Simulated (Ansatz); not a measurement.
# LiTlF4: relaxing a made-up structure, part 2 of 2

Starting from a made-up structure for LiTlF4, the aim is the relaxed cell, its shortest contacts and, where a second run follows, its electronic structure.

Ansatz 0.2.0; DFT, PBE, plane-wave PAW, files of the set soft_1, scalar-relativistic, no spin, cell and ions relaxed at zero pressure; PAW set soft_1 (the session's first sound run).

So far: Set-up; Relaxation of the guess.

**3. Bands of the relaxed cell**

A second self-consistent run takes a narrower smearing and the mesh shown in its input; the bands follow along the standard path of the relaxed lattice.

This step: DFT, PBE, plane-wave PAW, files of the set soft_1, scalar-relativistic, no spin, bands and density of states at the relaxed cell; PAW set soft_1 (Ansatz 0.2.0).

Contents of input.yaml:

```yaml
crystal:
  lattice:
    - [4.8252380949, 0.0, 0.137889108]
    - [0.0, 3.5371871923, 0.0]
    - [-0.1067640575, 0.0, 4.8276910851]
  atoms:
    - { symbol: Tl, position: [0.0, 0.0, 0.0] }
    - { symbol: F, position: [0.3076843065, 0.0, 0.3075233625] }
    - { symbol: F, position: [0.2092628831, 0.5, 0.7905956232] }
    - { symbol: F, position: [0.7907371169, 0.5, 0.2094043768] }
    - { symbol: F, position: [0.6923156935, 0.0, 0.6924766375] }
    - { symbol: Li, position: [0.5, 0.5, 0.5] }
kpoints:
  mp_grid: { grid: [6, 10, 6] }
  band_path:
    path:
      - [[0.0, 0.0, 0.0], [-0.49662195, 0.0, 0.49662195], [0.0, 0.0, 0.5], [0.0, 0.5, 0.5], [-0.49662195, 0.5, 0.49662195], [0.0, 0.5, 0.0], [0.0, 0.0, 0.0], [0.5, 0.0, 0.5], [0.49662195, 0.0, 0.50337805], [0.49662195, 0.5, 0.50337805], [0.5, 0.5, 0.5], [0.5, 0.0, 0.5]]
      - [[0.0, 0.5, 0.0], [0.5, 0.5, 0.5]]
    npoints: 6
scf:
  occupations: { method: fermi_dirac, width: 0.03 }
  n_extra_bands: 10
hamiltonian:
  xc: pbe
  pseudopotentials: { kind: paw, azcp: { folder: soft_1 } }
output:
  forces: true
  stress: true
  write_bands: true
  dos: { projected: true }
  write_density: true
  write_potential: true
  elf: true
  volumetric_format: npy
```

Started as:

```sh
ansatz run input.yaml --threads 4 --pin off --max-ram 10240MiB --backend cpu --events-out ev --progress --plain --runs-dir out
```

Numbers of over 12 decimals in the logs are rounded to 6 here.

The program printed:

```text
[...]
Crystal: 6 atoms, lattice volume = 82.450 Å³
Basis set: ecut = 420 eV, 1577 PW (Γ), exchange–correlation on 72×48×72 points (8 copies of the dense FFT grid, shifted against one another)
Bands: 32, of which v1, the nominal top of the filled ones, is band 22 counted from 1 (21 counted from 0)
Symmetry: 4 space group operations
[...]
k-points: 120 of 360
[...]
SCF iter   1: F=—  HF=-14889.627218 eV  |F-HF|=—  |Δ(HF+E_count)|=         —  Δρ=1.12e-1  dr2=9.55e0  ethr=3.10e-3  ⟨swp⟩=6.0  Hψ=19126  notcnv=0  defer=33
[...]
SCF iter   9: F=-14886.372519 eV  HF=-14886.372519 eV  |F-HF|=1.29e-8  |Δ(HF+E_count)|=   7.16e-7  Δρ=2.99e-6  dr2=8.27e-9  ethr=2.27e-10  ⟨swp⟩=14.3  Hψ=30656  notcnv=0
SCF 1 converged in 9 iterations: F = -14886.372519 eV  dr2 = 8.27e-9
[...]
NSCF: frozen V_eff on 74 k-points
SCF converged after 9 iterations
Free energy (F): -14886.372519 eV
[...]
Internal energy: -14886.372519 eV  (E = F + TS)
E sigma→0 (E₀):  -14886.372519 eV
Fermi energy:    2.971709 eV
[...]
--- Forces (eV/Å), atoms counted from 1 ---
  atom   1  Tl     0.00000000     0.00000000     0.00000000
  atom   2  F      0.00165226    -0.00000000     0.00182242
  atom   3  F      0.00235930     0.00000000    -0.00202345
  atom   4  F     -0.00235930     0.00000000     0.00202345
  atom   5  F     -0.00165226     0.00000000    -0.00182242
  atom   6  Li    -0.00000000     0.00000000     0.00000000
  max |Σ_I F_I| component: 3.16e-30 eV/Å
--- Stress (GPa, compression-positive) ---
        0.014753       0.000000       0.016685
        0.000000       0.015594      -0.000000
        0.016681      -0.000000       0.009169
  P = ⅓ Tr σ = 0.0132 GPa (0.132 kbar)
--- Band table (eV; the first three rows and the last of 120) ---
  k-point 0: bands = [... 18 lower, 1.0515, 1.1264, 1.1679, 1.3410, 4.2044, 10.3874, 11.6105, 12.4500, ... 6 higher]
  k-point 1: bands = [... 18 lower, 1.0057, 1.0465, 1.2645, 1.3181, 4.4760, 10.1756, 11.5691, 12.7342, ... 6 higher]
  k-point 2: bands = [... 18 lower, 0.9341, 1.1250, 1.1653, 1.4367, 5.0000, 9.7038, 11.8197, 12.9590, ... 6 higher]
  k-point 119: bands = [... 18 lower, 0.9917, 1.1468, 1.2906, 1.3051, 6.0590, 11.2313, 12.0399, 12.3760, ... 6 higher]
```

It took 7.7 s on 4 threads of Arm Neoverse V2, shared host; peak memory 0.51 GiB.

In the SCF lines HF is the Harris–Foulkes energy and dr2 the Hartree energy of the density residual, in eV; the loop may stop once dr2 is under the threshold and the program's other checks hold. Hψ counts applications of the Hamiltonian.

This step gave:

```yaml
fermi_energy: 2.972 eV
gap_by_band_count: 2.516 eV
pressure: 0.01317 GPa
gap_on_the_k_mesh: 2.516 eV
```

From bands.tsv. Electronic bands along the path, in eV, zero at the valence top; v1 is the highest filled band, c1 the lowest empty one:

```
    point     v4     v3     v2     v1    c1    c2     c3     c4
        Γ  -0.64  -0.56  -0.52  -0.35  2.52  8.70   9.92  10.76
  halfway  -0.68  -0.66  -0.58  -0.40  3.17  8.15   9.57  12.29
        X  -0.92  -0.78  -0.68  -0.38  3.71  8.38   9.22  11.97
  halfway  -0.74  -0.62  -0.58  -0.41  3.63  8.12   9.51  12.04
        S  -0.79  -0.58  -0.53  -0.20  3.58  7.77  10.36  11.26
  halfway  -0.80  -0.62  -0.60  -0.25  4.12  8.75  10.46  11.05
        R  -0.77  -0.68  -0.60   0.00  4.81  9.12   9.90  12.00
  halfway  -0.75  -0.62  -0.50  -0.15  4.59  9.30  10.17  11.06
        A  -0.70  -0.54  -0.40  -0.38  4.37  9.54  10.35  10.69
  halfway  -0.73  -0.73  -0.56  -0.54  4.47  9.06  10.55  11.37
        Z  -1.06  -0.89  -0.73  -0.73  4.55  8.90  11.04  12.59
  halfway  -0.81  -0.71  -0.52  -0.51  3.52  9.83   9.91  10.93
        Γ  -0.64  -0.56  -0.52  -0.35  2.52  8.70   9.92  10.76
  halfway  -0.76  -0.62  -0.45  -0.44  3.51  8.55   9.28  11.51
        Y  -0.92  -0.78  -0.68  -0.38  3.71  8.38   9.22  11.97
  halfway  -0.92  -0.78  -0.68  -0.38  3.71  8.38   9.22  11.97
       X1  -0.92  -0.78  -0.68  -0.38  3.71  8.38   9.22  11.97
  halfway  -0.69  -0.61  -0.55  -0.38  4.01  9.33   9.71  11.07
       A1  -0.70  -0.54  -0.40  -0.38  4.37  9.54  10.35  10.69
  halfway  -0.70  -0.54  -0.40  -0.38  4.37  9.54  10.35  10.69
        T  -0.70  -0.54  -0.40  -0.38  4.37  9.54  10.35  10.69
  halfway  -0.69  -0.61  -0.55  -0.38  4.01  9.33   9.71  11.07
        Y  -0.92  -0.78  -0.68  -0.38  3.71  8.38   9.22  11.97
jump to Z  -1.06  -0.89  -0.73  -0.73  4.55  8.90  11.04  12.59
  halfway  -0.74  -0.72  -0.55  -0.07  4.80  9.21  10.43  10.84
        T  -0.70  -0.54  -0.40  -0.38  4.37  9.54  10.35  10.69
```

Counts of states for the cell as run, both spins, by energy window (eV from the valence-band top): Near the top, bands beyond those computed are missing, so counts there can be too low.

| from | to | total |
| --- | --- | --- |
| -8 | -7 | 0.00 |
| -7 | -6 | 0.00 |
| -6 | -5 | 0.00 |
| -5 | -4 | 2.00 |
| -4 | -3 | 0.09 |
| -3 | -2 | 4.63 |
| -2 | -1 | 7.02 |
| -1 | 0 | 10.26 |
| 0 | 1 | 0.00 |
| 1 | 2 | 0.00 |
| 2 | 3 | 0.06 |
| 3 | 4 | 0.97 |
| 4 | 5 | 0.97 |
| 5 | 6 | 0.00 |
| 6 | 7 | 0.00 |

Below -8 eV lie 20.0 more states.

Electrostatic potential energy in the ac plane at fractional y = 0.000, with atoms of Tl and F within 0.2 Å of it. With pseudopotentials it is smooth inside the atoms' cores, unlike the true potential.

Values in eV, 14 rows by 14 columns, each cell a mean:
```
-36 -38 -26  -4   5   8  10  10   9   8   3 -12 -34 -37
-36 -30 -13   1   6   9  10  10   9   6   3  -3 -21 -34
-15  -9   0   5   8   9  10   9  -1 -20 -21  -6  -3 -12
  2   3   5   7   9  10  10   7 -19 -38 -38 -21   3   3
  7   7   8   9   9  10  10   6 -21 -38 -38 -20   6   8
  9   9  10  10  10  10  10   9  -2 -21 -19  -1   9   9
 10  10  10  10   9   9   9   9   9   6   7   9  10  10
 10  10   9   1  -8  -1   8   9  10  10  10  10  10  10
  8   9   2 -24 -35 -28  -1   9  10  10  10   9   9   8
  5   6  -5 -34 -39 -35  -8   9  10   9   9   8   6   5
 -5  -1  -2 -23 -34 -24   1  10  10   9   7   5   1  -4
-29 -21  -6  -2  -5   2   9  10  10   8   5   0 -13 -26
-38 -36 -21  -1   6   9  10  10   9   7   3  -9 -30 -38
-34 -38 -29  -5   5   8  10  10   9   7   2 -15 -36 -36
```
Columns run along a (4.8 Å; values clipped at the 3rd and 97th percentile), rows up along c (4.8 Å). Atoms in or near the plane, at fractional coordinates: Tl at (0.00, 0.00), F at (0.31, 0.31), F at (0.69, 0.69).

ELF in the ac plane at fractional y = 0.000, with atoms of Tl and F within 0.2 Å of it. It is the smooth field of the valence electrons, not physical close to the nuclei.

Ten even steps from '_' (0.01) to '@' (0.81), each cell a mean:
```
__..----________..::..::::__
::----::______--**##++--::::
----::..____..**@@@@%%**--::
....________::%%@@%%##%%++..
____________::##@@##%%@@##::
______________==%%@@@@@@**..
____::++++--..__==##%%**--__
__::##@@@@%%++..__::::..____
__==%%@@%%@@%%--____________
..--%%%%**%%@@++____________
::::++%%%%@@@@++______..::--
--::--++%%%%##--______::----
__..::::--==::______..----..
____--::..__________..--::__
```
Columns run along a (4.8 Å), rows up along c (4.8 Å). Atoms in or near the plane, at fractional coordinates: Tl at (0.00, 0.00), F at (0.31, 0.31), F at (0.69, 0.69).

Valence density in the ac plane at fractional y = 0.000, with atoms of Tl and F within 0.2 Å of it. It is the smooth field of the valence electrons, not physical close to the nuclei.

Ten even steps from '_' (0 e/Å³) to '@' (13 e/Å³), each cell a mean:
```
==::..__________________..--
::..______________________..
__________________::::______
________________::##**::____
________________::####::____
__________________::::______
____________________________
________..__________________
______::++--________________
______==@@++..______________
______::==::________________
..________________________..
--::____________________..::
++--..__________________::==
```
Columns run along a (4.8 Å), rows up along c (4.8 Å). Atoms in or near the plane, at fractional coordinates: Tl at (0.00, 0.00), F at (0.31, 0.31), F at (0.69, 0.69).

**4. What came out**

| Property | Result |
| --- | --- |
| space group, relaxed | Cmmm |
| conventional cell | a = 6.806, b = 6.850, c = 3.537 Å; α = 90.0°, β = 90.0°, γ = 90.0° |
| volume per atom | 13.74 Å³ (guess 13.98) |

In words: LiTlF4 relaxes to Cmmm with a = 6.806, b = 6.850 and c = 3.537 Å. The guessed volume was 2 % too large. The symmetry rose from P2/m to Cmmm, so the distortion of the structure type doesn't survive with these elements. It has an indirect Kohn–Sham gap of 2.52 eV, which semilocal functionals understate. On the 6×10×6 mesh with the narrower smearing (relaxed on 6×7×6) the largest force component is 0.002 eV/Å and the largest stress component is 0.017 GPa, within the relaxation's thresholds of 0.015 eV/Å and 0.05 GPa. The cutoff wasn't tested. Spin-orbit coupling is left out, which can matter for elements this heavy. No dispersion term is used, so weakly bound directions may come out too long. Nothing here tests whether the compound is stable against decomposition.

[Logs are printed without paths, hosts, clocks, repeated set-up lines and the standing remarks that a program may print on its own settings, such as how far it seeks lower states.]

[Hosts, paths, dates, database ids (printed as entryN), source tags and the programs' standing remarks are cut or masked in the printed files.]
